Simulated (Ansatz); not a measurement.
# Ca on Ti(0001): change of the work function

How does Ca on the fcc site change the work function of Ti(0001) as the layer fills?

Calculated with Ansatz 0.2.0; plane-wave DFT, PBE, Ansatz PAW.

## Step 1: The starting structure

The cell holds 4 atoms: 4 Ti. Its edges and angles: a = 2.950 Å, b = 2.950 Å, c = 25.027 Å, α = 90.0°, β = 90.0°, γ = 60.0°. Vacuum lies along c.

## Step 2: The clean slab

The bare slab comes first, as the zero from which every change is counted. The two lowest layers are held at bulk places and the upper ones relax. The dipole correction removes the false field that a one-sided slab makes across the periodic vacuum, so each face gets a flat vacuum level of its own.

File input.yaml:

```yaml
crystal:
  lattice:
    - [2.95, 0.0, 0.0]
    - [1.475, 2.5547749412, 0.0]
    - [0.0, 0.0, 25.0269]
  atoms:
    - { symbol: Ti, position: [0.6666666667, 0.6666666667, 0.3596130564] }
    - { symbol: Ti, position: [0.0, 0.0, 0.4532043521] }
    - { symbol: Ti, position: [0.6666666667, 0.6666666667, 0.5467956479] }
    - { symbol: Ti, position: [0.0, 0.0, 0.6403869436] }
kpoints:
  mp_grid: { grid: [12, 12, 1] }
hamiltonian:
  xc: pbe
scf:
  occupations: { method: fermi_dirac, width: 0.1 }
  convergence: { dr2_threshold: 1.0e-08 }
efield:
  axis: 3
  dipole_correction: true
  ramp_position: 0.97
  ramp_width: 0.06
relax:
  f_tol: 0.02
  max_steps: 60
  constraints: [{ sites: [0, 1] }]
output:
  write_potential: true
  write_density: true
  volumetric_format: npy
```

Started as:

```sh
$ ansatz run input.yaml --threads 4 --pin off --max-ram 16384MiB --backend cpu --events-out ev --progress --plain --runs-dir out
```

Numbers of over 12 decimals in the logs are rounded to 6 here.

Output:

```text
Engine: ansatz 0.2.0, aarch64-unknown-linux-gnu
Pseudopotentials: kind: paw
Pseudopotential: Ti, paw, valence charge 12, recommended cutoff 420 eV (normal), Ti.paw.azcp
Functional definition: PBE
  parameter kappa = 0.804
  parameter beta = 0.066725
  exchange = pbe_x(kappa = kappa, mu = beta*pi^2/3)
  correlation = pbe_c(beta = beta)
Crystal: 4 atoms, lattice volume = 188.617 Å³
Basis set: ecut = 420 eV, 3611 PW (Γ), exchange–correlation on 40×40×360 points (8 copies of the dense FFT grid, shifted against one another)
Bands: 29, of which v1, the nominal top of the filled ones, is band 24 counted from 1 (23 counted from 0)
Symmetry: 6 space group operations
k-points: 19 of 144 (time reversal used)
Non-local potential: Ti, projectors of the file, l = 0: 3, l = 1: 2, l = 2: 3, l = 3: 1
PAW form: soft (Blöchl's): semilocal exchange-correlation on the pseudo side does not see the compensation charge
PAW one-centre angular grid: Ti, 590 points (default); XC on 64 Gauss nodes
Initial density: superposition of atomic densities (neutral atoms: chi_scale 0, normalization atom), corrected by the library's trained network
Initial wavefunctions: pseudopotential atomic-orbital guess
Functional: x = pbe(κ = 0.804, μ = 0.219515), c = pbe(β = 0.066725)
SCF iter   1: F=—  HF=-9996.827743 eV  |F-HF|=—  |Δ(HF+E_count)|=         —  Δρ=6.22e-3  dr2=3.89e-1  ethr=1.77e-3  p=0.000 e·Å  D=5.72e-14 V/Å  ΔV_dip=-0.00 eV  dr2_dipole=9.47e-6  V_vac-E_F(+/−)=4.09/4.09 eV  ⟨swp⟩=7.0  Hψ=5629  notcnv=0
efield: sawtooth ramp at fractional position 0.9700 (set: `efield.ramp_position`, or a place that a band, a saddle search or an elastic batch's reference lends), width 0.0600; the density the first Hamiltonian is built on has a dipole p = 0.000 e·Å; the dipole correction subtracts the counter field D = 5.72e-14 V/Å, which shifts the + side's vacuum level by -0.00 eV against the − side's; the planar-averaged density in the ramp window peaks in size at 3.0e-5 e/Å³
automatic band count: the SCF goes on with 34 bands, as 29 were too few: the levels above may hold too much charge
preconditioner: auto → LDOS  [metal: Δε(μ)=0.033 eV  Ē_g=2.762 eV  σ=0.100 eV  W_gap=0.08  n_scr=16 (ndim 8)  ℏωp=10.8 eV  f_vac=0.550  D(μ)=8.41/eV (n_scr^D=88)  β→1.0]
SCF iter   2: F=—  HF=-9996.820566 eV  |F-HF|=—  |Δ(HF+E_count)|=   7.18e-3  Δρ=2.07e-3  dr2=1.66e-2  ethr=8.11e-4  p=-0.000 e·Å  D=-3.83e-5 V/Å  ΔV_dip=0.00 eV  dr2_dipole=2.48e-6  V_vac-E_F(+/−)=4.36/4.36 eV  ⟨swp⟩=1.9  Hψ=850  notcnv=0
SCF iter   3: F=—  HF=-9996.820324 eV  |F-HF|=—  |Δ(HF+E_count)|=   2.43e-4  Δρ=7.15e-4  dr2=2.59e-3  ethr=3.45e-5  p=-0.000 e·Å  D=-4.47e-5 V/Å  ΔV_dip=0.00 eV  dr2_dipole=9.85e-8  V_vac-E_F(+/−)=4.36/4.36 eV  ⟨swp⟩=2.1  Hψ=828  notcnv=0
SCF iter   4: F=—  HF=-9996.820197 eV  |F-HF|=—  |Δ(HF+E_count)|=   1.27e-4  Δρ=1.83e-4  dr2=7.43e-5  ethr=5.40e-6  p=-0.000 e·Å  D=-7.22e-6 V/Å  ΔV_dip=0.00 eV  dr2_dipole=6.13e-7  V_vac-E_F(+/−)=4.39/4.39 eV  ⟨swp⟩=2.0  Hψ=788  notcnv=0
SCF iter   5: F=—  HF=-9996.820294 eV  |F-HF|=—  |Δ(HF+E_count)|=   9.74e-5  Δρ=1.05e-4  dr2=4.27e-5  ethr=1.55e-7  p=-0.000 e·Å  D=-6.02e-6 V/Å  ΔV_dip=0.00 eV  dr2_dipole=2.14e-9  V_vac-E_F(+/−)=4.40/4.40 eV  ⟨swp⟩=3.4  Hψ=1271  notcnv=0
SCF iter   6: F=—  HF=-9996.820299 eV  |F-HF|=—  |Δ(HF+E_count)|=   5.17e-6  Δρ=3.45e-5  dr2=6.91e-6  ethr=8.90e-8  p=0.000 e·Å  D=5.34e-6 V/Å  ΔV_dip=-0.00 eV  dr2_dipole=4.49e-12  V_vac-E_F(+/−)=4.41/4.41 eV  ⟨swp⟩=2.2  Hψ=859  notcnv=0
SCF iter   7: F=—  HF=-9996.820326 eV  |F-HF|=—  |Δ(HF+E_count)|=   2.63e-5  Δρ=9.73e-6  dr2=2.31e-7  ethr=1.44e-8  p=0.000 e·Å  D=4.34e-6 V/Å  ΔV_dip=-0.00 eV  dr2_dipole=2.61e-10  V_vac-E_F(+/−)=4.41/4.41 eV  ⟨swp⟩=1.5  Hψ=670  notcnv=0
SCF iter   8: F=—  HF=-9996.820326 eV  |F-HF|=—  |Δ(HF+E_count)|=   3.11e-7  Δρ=4.96e-6  dr2=7.05e-8  ethr=4.82e-10  p=0.000 e·Å  D=3.41e-6 V/Å  ΔV_dip=-0.00 eV  dr2_dipole=1.15e-11  V_vac-E_F(+/−)=4.41/4.41 eV  ⟨swp⟩=3.0  Hψ=1249  notcnv=0
SCF iter   9: F=-9996.820326 eV  HF=-9996.820326 eV  |F-HF|=4.66e-9  |Δ(HF+E_count)|=   1.10e-8  Δρ=1.31e-6  dr2=3.16e-9  ethr=2.08e-11  p=0.000 e·Å  D=1.86e-6 V/Å  ΔV_dip=-0.00 eV  dr2_dipole=2.64e-11  V_vac-E_F(+/−)=4.41/4.41 eV  ⟨swp⟩=7.9  Hψ=4145  notcnv=0
SCF 1 converged in 9 iterations: F = -9996.820326 eV  dr2 = 3.16e-9
  greatest PAW one-centre occupation: 0.999 electrons in one spin orbital (limit 2), on the Ti atom at site 2 (counted from 0), in its partial waves of l = 0
relax step   1: F+E_penalty+E_count = -9996.82032589 eV  Δ(F+E_penalty+E_count) = +0.000e0 eV  max|allowed force component| = 6.136e-1 eV/Å  Δτ_max = 0.0000 Å  (9 SCF iters, accepted)
Bands: 34, of which v1, the nominal top of the filled ones, is band 24 counted from 1 (23 counted from 0)
Initial density: handed on by an earlier stage of this run
Initial wavefunctions: those handed on with the density
SCF iter   1: F=—  HF=-9997.020719 eV  |F-HF|=—  |Δ(HF+E_count)|=         —  Δρ=1.54e-2  dr2=3.23e0  ethr=3.10e-3  p=0.000 e·Å  D=6.90e-7 V/Å  ΔV_dip=-0.00 eV  dr2_dipole=2.03e-1  V_vac-E_F(+/−)=4.45/4.45 eV  ⟨swp⟩=4.8  Hψ=1854  notcnv=0
efield: sawtooth ramp at fractional position 0.9700 (set: `efield.ramp_position`, or a place that a band, a saddle search or an elastic batch's reference lends), width 0.0600; the density the first Hamiltonian is built on has a dipole p = 0.000 e·Å; the dipole correction subtracts the counter field D = 6.90e-7 V/Å, which shifts the + side's vacuum level by -0.00 eV against the − side's; the planar-averaged density in the ramp window peaks in size at 8.7e-6 e/Å³
preconditioner: auto → LDOS  [metal: Δε(μ)=0.006 eV  Ē_g=2.864 eV  σ=0.100 eV  W_gap=0.02  n_scr=16 (ndim 8)  ℏωp=10.8 eV  f_vac=0.560  D(μ)=7.32/eV (n_scr^D=62)  β→1.0]
SCF iter   2: F=—  HF=-9996.896701 eV  |F-HF|=—  |Δ(HF+E_count)|=   1.24e-1  Δρ=7.26e-3  dr2=5.18e-1  ethr=3.10e-3  p=0.018 e·Å  D=1.74e-2 V/Å  ΔV_dip=-0.44 eV  dr2_dipole=8.81e-2  V_vac-E_F(+/−)=4.00/4.43 eV  ⟨swp⟩=2.1  Hψ=1128  notcnv=0
SCF iter   3: F=—  HF=-9996.864918 eV  |F-HF|=—  |Δ(HF+E_count)|=   3.18e-2  Δρ=2.42e-3  dr2=6.44e-2  ethr=1.08e-3  p=0.007 e·Å  D=6.93e-3 V/Å  ΔV_dip=-0.17 eV  dr2_dipole=1.04e-2  V_vac-E_F(+/−)=4.26/4.43 eV  ⟨swp⟩=2.1  Hψ=988  notcnv=0
SCF iter   4: F=—  HF=-9996.859779 eV  |F-HF|=—  |Δ(HF+E_count)|=   5.14e-3  Δρ=9.85e-4  dr2=8.07e-3  ethr=1.34e-4  p=0.007 e·Å  D=6.69e-3 V/Å  ΔV_dip=-0.17 eV  dr2_dipole=2.47e-3  V_vac-E_F(+/−)=4.26/4.43 eV  ⟨swp⟩=2.1  Hψ=974  notcnv=0
SCF iter   5: F=—  HF=-9996.859571 eV  |F-HF|=—  |Δ(HF+E_count)|=   2.08e-4  Δρ=1.72e-4  dr2=9.56e-5  ethr=1.68e-5  p=0.006 e·Å  D=5.68e-3 V/Å  ΔV_dip=-0.14 eV  dr2_dipole=1.68e-5  V_vac-E_F(+/−)=4.29/4.43 eV  ⟨swp⟩=1.9  Hψ=759  notcnv=0
SCF iter   6: F=—  HF=-9996.859598 eV  |F-HF|=—  |Δ(HF+E_count)|=   2.75e-5  Δρ=9.00e-5  dr2=6.59e-5  ethr=1.99e-7  p=0.005 e·Å  D=5.13e-3 V/Å  ΔV_dip=-0.13 eV  dr2_dipole=5.10e-6  V_vac-E_F(+/−)=4.30/4.43 eV  ⟨swp⟩=2.3  Hψ=888  notcnv=0
SCF iter   7: F=—  HF=-9996.859606 eV  |F-HF|=—  |Δ(HF+E_count)|=   8.13e-6  Δρ=5.04e-5  dr2=8.15e-6  ethr=1.37e-7  p=0.005 e·Å  D=4.68e-3 V/Å  ΔV_dip=-0.12 eV  dr2_dipole=1.85e-6  V_vac-E_F(+/−)=4.31/4.43 eV  ⟨swp⟩=1.7  Hψ=678  notcnv=0
SCF iter   8: F=—  HF=-9996.859637 eV  |F-HF|=—  |Δ(HF+E_count)|=   3.11e-5  Δρ=1.65e-5  dr2=1.25e-6  ethr=1.70e-8  p=0.005 e·Å  D=4.37e-3 V/Å  ΔV_dip=-0.11 eV  dr2_dipole=3.61e-8  V_vac-E_F(+/−)=4.32/4.43 eV  ⟨swp⟩=2.5  Hψ=1020  notcnv=0
SCF iter   9: F=—  HF=-9996.859637 eV  |F-HF|=—  |Δ(HF+E_count)|=   1.30e-7  Δρ=6.35e-6  dr2=1.45e-7  ethr=2.60e-9  p=0.004 e·Å  D=4.27e-3 V/Å  ΔV_dip=-0.11 eV  dr2_dipole=6.59e-9  V_vac-E_F(+/−)=4.32/4.43 eV  ⟨swp⟩=2.1  Hψ=814  notcnv=0
SCF iter  10: F=—  HF=-9996.859637 eV  |F-HF|=—  |Δ(HF+E_count)|=   2.23e-8  Δρ=1.77e-6  dr2=1.75e-8  ethr=3.01e-10  p=0.004 e·Å  D=4.25e-3 V/Å  ΔV_dip=-0.11 eV  dr2_dipole=1.63e-9  V_vac-E_F(+/−)=4.32/4.43 eV  ⟨swp⟩=2.6  Hψ=940  notcnv=0
SCF iter  11: F=-9996.859637 eV  HF=-9996.859637 eV  |F-HF|=8.57e-10  |Δ(HF+E_count)|=   7.38e-9  Δρ=6.03e-7  dr2=2.44e-9  ethr=2.08e-11  p=0.004 e·Å  D=4.24e-3 V/Å  ΔV_dip=-0.11 eV  dr2_dipole=4.98e-10  V_vac-E_F(+/−)=4.32/4.43 eV  ⟨swp⟩=9.3  Hψ=3722  notcnv=0
SCF 2 converged in 11 iterations: F = -9996.859637 eV  dr2 = 2.44e-9
  greatest PAW one-centre occupation: 0.999 electrons in one spin orbital (limit 2), on the Ti atom at site 1 (counted from 0), in its partial waves of l = 0
relax step   2: F+E_penalty+E_count = -9996.85963747 eV  Δ(F+E_penalty+E_count) = -3.931e-2 eV  max|allowed force component| = 4.318e-1 eV/Å  Δτ_max = 0.1956 Å  (11 SCF iters, accepted)
iter 1 solved again at ethr=1.59e-3 eV; its pass at ethr=3.10e-3 eV (dr2=7.66e-1 eV) is discarded
SCF iter   1: F=—  HF=-9996.908496 eV  |F-HF|=—  |Δ(HF+E_count)|=         —  Δρ=7.69e-3  dr2=8.62e-1  ethr=1.59e-3  p=0.004 e·Å  D=4.24e-3 V/Å  ΔV_dip=-0.11 eV  dr2_dipole=4.10e-2  V_vac-E_F(+/−)=4.31/4.42 eV  ⟨swp⟩=1.0  Hψ=2302  notcnv=0
efield: sawtooth ramp at fractional position 0.9700 (set: `efield.ramp_position`, or a place that a band, a saddle search or an elastic batch's reference lends), width 0.0600; the density the first Hamiltonian is built on has a dipole p = 0.004 e·Å; the dipole correction subtracts the counter field D = 4.24e-3 V/Å, which shifts the + side's vacuum level by -0.11 eV against the − side's; the planar-averaged density in the ramp window peaks in size at 7.3e-6 e/Å³
preconditioner: auto → LDOS  [metal: Δε(μ)=0.012 eV  Ē_g=2.791 eV  σ=0.100 eV  W_gap=0.03  n_scr=16 (ndim 8)  ℏωp=10.8 eV  f_vac=0.555  D(μ)=7.84/eV (n_scr^D=74)  β→1.0]
SCF iter   2: F=—  HF=-9996.881424 eV  |F-HF|=—  |Δ(HF+E_count)|=   2.71e-2  Δρ=3.90e-3  dr2=1.36e-1  ethr=1.59e-3  p=-0.001 e·Å  D=-1.03e-3 V/Å  ΔV_dip=0.03 eV  dr2_dipole=2.98e-5  V_vac-E_F(+/−)=4.46/4.44 eV  ⟨swp⟩=2.1  Hψ=803  notcnv=0
SCF iter   3: F=—  HF=-9996.876836 eV  |F-HF|=—  |Δ(HF+E_count)|=   4.59e-3  Δρ=1.02e-3  dr2=7.96e-3  ethr=2.84e-4  p=0.001 e·Å  D=1.33e-3 V/Å  ΔV_dip=-0.03 eV  dr2_dipole=4.47e-4  V_vac-E_F(+/−)=4.39/4.43 eV  ⟨swp⟩=2.0  Hψ=893  notcnv=0
SCF iter   4: F=—  HF=-9996.876294 eV  |F-HF|=—  |Δ(HF+E_count)|=   5.42e-4  Δρ=2.15e-4  dr2=1.88e-4  ethr=1.66e-5  p=0.001 e·Å  D=1.32e-3 V/Å  ΔV_dip=-0.03 eV  dr2_dipole=4.33e-5  V_vac-E_F(+/−)=4.39/4.43 eV  ⟨swp⟩=2.0  Hψ=779  notcnv=0
SCF iter   5: F=—  HF=-9996.876314 eV  |F-HF|=—  |Δ(HF+E_count)|=   2.03e-5  Δρ=8.59e-5  dr2=4.19e-5  ethr=3.92e-7  p=0.002 e·Å  D=1.54e-3 V/Å  ΔV_dip=-0.04 eV  dr2_dipole=6.00e-6  V_vac-E_F(+/−)=4.39/4.42 eV  ⟨swp⟩=2.3  Hψ=962  notcnv=0
SCF iter   6: F=—  HF=-9996.876353 eV  |F-HF|=—  |Δ(HF+E_count)|=   3.85e-5  Δρ=3.19e-5  dr2=6.27e-6  ethr=8.73e-8  p=0.002 e·Å  D=1.75e-3 V/Å  ΔV_dip=-0.04 eV  dr2_dipole=2.46e-7  V_vac-E_F(+/−)=4.38/4.42 eV  ⟨swp⟩=2.0  Hψ=789  notcnv=0
SCF iter   7: F=—  HF=-9996.876383 eV  |F-HF|=—  |Δ(HF+E_count)|=   3.04e-5  Δρ=1.32e-5  dr2=9.85e-7  ethr=1.31e-8  p=0.002 e·Å  D=1.88e-3 V/Å  ΔV_dip=-0.05 eV  dr2_dipole=1.33e-7  V_vac-E_F(+/−)=4.38/4.42 eV  ⟨swp⟩=2.1  Hψ=797  notcnv=0
SCF iter   8: F=—  HF=-9996.876384 eV  |F-HF|=—  |Δ(HF+E_count)|=   1.86e-7  Δρ=5.15e-6  dr2=2.26e-7  ethr=2.05e-9  p=0.002 e·Å  D=1.96e-3 V/Å  ΔV_dip=-0.05 eV  dr2_dipole=1.79e-8  V_vac-E_F(+/−)=4.37/4.42 eV  ⟨swp⟩=2.1  Hψ=829  notcnv=0
SCF iter   9: F=-9996.876384 eV  HF=-9996.876384 eV  |F-HF|=5.95e-9  |Δ(HF+E_count)|=   1.34e-8  Δρ=1.63e-6  dr2=7.68e-9  ethr=2.08e-11  p=0.002 e·Å  D=1.99e-3 V/Å  ΔV_dip=-0.05 eV  dr2_dipole=3.83e-10  V_vac-E_F(+/−)=4.37/4.42 eV  ⟨swp⟩=8.6  Hψ=4536  notcnv=0
SCF 3 converged in 9 iterations: F = -9996.876384 eV  dr2 = 7.68e-9
relax step   3: F+E_penalty+E_count = -9996.87638356 eV  Δ(F+E_penalty+E_count) = -1.675e-2 eV  max|allowed force component| = 1.190e-2 eV/Å  Δτ_max = 0.0899 Å  (9 SCF iters, accepted)
NSCF: frozen V_eff on 19 k-points
the band table was solved once a step of the walk had ended and its energy, with any forces and stress, was formed, with the checks that follow a solve (2893 applications of the Hamiltonian). They found nothing against the state; the energy, forces and stress were not computed again (output.eigenvalues in the input reference)
WARN: The input density's exchange-correlation potential varies sharply where the density is thin. Do not read a vacuum level from v_tot or v_xc, or from such a field of the output density. On a cell that repeats whose density bears no net charge and no dipole along the vacuum's axis use v_es (v_loc + v_h of the components); under efield.dipole_correction with no amplitude use v_es + v_field, which holds any external [...]
SCF converged after 9 iterations
Free energy (F): -9996.876384 eV
Harris-Foulkes:  -9996.876384 eV  (|F-HF|=5.95e-9)
Internal energy: -9996.623465 eV  (E = F + TS)
E sigma→0 (E₀):  -9996.749924 eV
Entropy (-TS):   -0.252919 eV (-63.230 meV/atom)
Fermi energy:    2.290332 eV
Dipole field:    D = 0.002018 V/Å  (p = 0.002104 e·Å, saw-weighted, corrected)
Work function:   Φ+ = 4.3729 eV   Φ− = 4.4234 eV
Levels:          The Fermi level and band energies are counted from a zero that moves with the ramp; work functions are not
--- Per-component energies (eV) ---
  E_band       = -1160.708086
  E_kinetic    = 1085.706683
  E_local      = -50168.131695  (includes V_loc(G=0)·N_el)
  E_nonlocal   = 34.277157
  E_hartree    = 24527.751569
  E_xc         = -386.964372
  E_vxc        = -483.802244  (∫ρ·V_xc dr)
  E_paw        = -4190.770097  (= ΣΔE_a)
  E_vpaw       = -684.249600  (= ΣTr[D̂ρ^β])
  E_aug_tail   = 0.000492  (compensation charges beyond the density's cutoff)
  E_efield     = 0.000002  (sawtooth field / dipole correction)
  E_vefield    = 0.000915  (∫n·V_field dr)
  E_ewald      = 19101.506797
  E_smearing   = -0.252919  (= −TS)
  E_closure    = -0.000000  (closes the sum)
  Σ components = -9996.876384   (vs F -9996.876384, Δ=0.00e0)
--- Forces (eV/Å), atoms counted from 1 ---
  atom   1  Ti     0.00000000     0.00000000     0.60717096
  atom   2  Ti     0.00000000    -0.00000000    -0.58698495
  atom   3  Ti     0.00000000     0.00000000    -0.00824482
  atom   4  Ti    -0.00000000    -0.00000000    -0.01190260
  max |Σ_I F_I| component: 3.86e-5 eV/Å
--- Band table (eV; the first three rows and the last of 19) ---
  k-point 0: bands = [... 20 lower, 2.0512, 2.2819, 2.7160, 2.7943, 2.9364, 2.9364, 3.0094, 3.0094, ... 6 higher]
  k-point 1: bands = [... 20 lower, 1.9894, 2.2496, 2.5399, 2.6448, 2.8456, 2.9373, 3.0405, 3.0898, ... 6 higher]
  k-point 2: bands = [... 20 lower, 1.7486, 2.0197, 2.1514, 2.4575, 2.5617, 2.7274, 3.0024, 3.2370, ... 6 higher]
  k-point 18: bands = [... 20 lower, 1.1279, 1.5089, 1.5929, 2.2386, 2.2466, 2.3803, 2.4174, 2.5706, ... 6 higher]
--- Relaxed structure (3 steps of the walk, 3 accepted, 0 SCFs on fresh bases) ---
  F+E_penalty+E_count = -9996.87638356 eV   max|allowed force component| = 1.190e-2 eV/Å
  atoms:
    - { symbol: Ti, position: [0.666667, 0.666667, 0.3596130564] }
    - { symbol: Ti, position: [0.0, 0.0, 0.4532043521] }
    - { symbol: Ti, position: [0.666667, 0.666667, 0.549513] }
    - { symbol: Ti, position: [0, 0, 0.636167] }
```

Wall time 9.3 s (4 threads of Arm Neoverse V1, shared host); peak memory 0.51 GiB; 36 s of CPU time.

Relaxation path:

| step | energy less that of the first step (eV) | largest force component (eV/Å) |
| --- | --- | --- |
| 1 | 0.0000 | 0.6136 |
| 2 | -0.0393 | 0.4318 |
| 3 | -0.0561 | 0.0119 |

Forces are held to the 6 operations that the run works with; a distortion that breaks them can't arise in this run.

The atoms that moved most (Å):

| atom | dx | dy | dz | length |
| --- | --- | --- | --- | --- |
| Ti4 | 0.000 | 0.000 | -0.106 | 0.106 |
| Ti3 | 0.000 | 0.000 | 0.068 | 0.068 |

Final coordinates:

```cif
data_structure
_symmetry_space_group_name_H-M 'P 1'
_symmetry_Int_Tables_number 1
_cell_length_a 2.9500
_cell_length_b 2.9500
_cell_length_c 25.0269
_cell_angle_alpha 90.000
_cell_angle_beta 90.000
_cell_angle_gamma 60.000
_cell_volume 188.62
loop_
_atom_site_label
_atom_site_type_symbol
_atom_site_fract_x
_atom_site_fract_y
_atom_site_fract_z
_atom_site_occupancy
Ti1 Ti 0.66667 0.66667 0.35961 1
Ti2 Ti 0.00000 0.00000 0.45320 1
Ti3 Ti 0.66667 0.66667 0.54951 1
Ti4 Ti 0.00000 0.00000 0.63617 1
```

This step gave:

| Property | Result |
| --- | --- |
| energy at zero smearing | -9996.7499 eV |
| work function, upper face | 4.373 eV |
| work function, lower face | 4.423 eV |
| dipole along the normal | 0.002104 e·Å |
| step between the vacuum levels | -0.05051 eV |

Running mean over 2.342 Å of the planar mean; the ramp of the sawtooth is left out. Table of electron's electrostatic potential energy less the Fermi level by z:

| z (Å) | electron's electrostatic potential energy less the Fermi level (eV) |
| --- | --- |
| 3.5 | 4.42 |
| 4.0 | 4.42 |
| 4.5 | 4.42 |
| 5.0 | 4.40 |
| 5.5 | 4.36 |
| 6.0 | 4.24 |
| 6.5 | 3.89 |
| 7.0 | 2.89 |
| 7.5 | 0.393 |
| 8.0 | -3.13 |
| 8.5 | -5.88 |
| 9.0 | -6.74 |
| 9.5 | -6.71 |
| 10.0 | -6.59 |
| 10.5 | -6.56 |
| 11.0 | -6.58 |
| 11.5 | -6.56 |
| 12.0 | -6.38 |
| 12.5 | -6.24 |
| 13.0 | -6.32 |
| 13.5 | -6.57 |
| 14.0 | -6.94 |
| 14.5 | -7.53 |
| 15.0 | -7.68 |
| 15.5 | -7.32 |
| 16.0 | -6.81 |
| 16.5 | -5.57 |
| 17.0 | -2.61 |
| 17.5 | 0.849 |
| 18.0 | 3.07 |
| 18.5 | 3.92 |
| 19.0 | 4.22 |
| 19.5 | 4.32 |
| 20.0 | 4.36 |
| 20.5 | 4.37 |
| 21.0 | 4.37 |
| 21.5 | 4.37 |

The relaxation took 3 steps and lowered the energy by 0.056 eV; the largest force on the free atoms ends at 0.012 eV/Å.

The work function of the upper face is 4.37 eV.

[end of part 1 of 3]

[Logs are printed without paths, hosts, clocks, repeated set-up lines and the standing remarks that a program may print on its own settings, such as how far it seeks lower states.]

[Hosts, paths, dates, database ids (printed as entryN), source tags and the programs' standing remarks are cut or masked in the printed files.]

[Maps of the electrostatic potential energy from Ansatz leave out the sawtooth potential of an applied field or a dipole correction, so their vacuum need not be flat; planar profiles and work functions include it.]
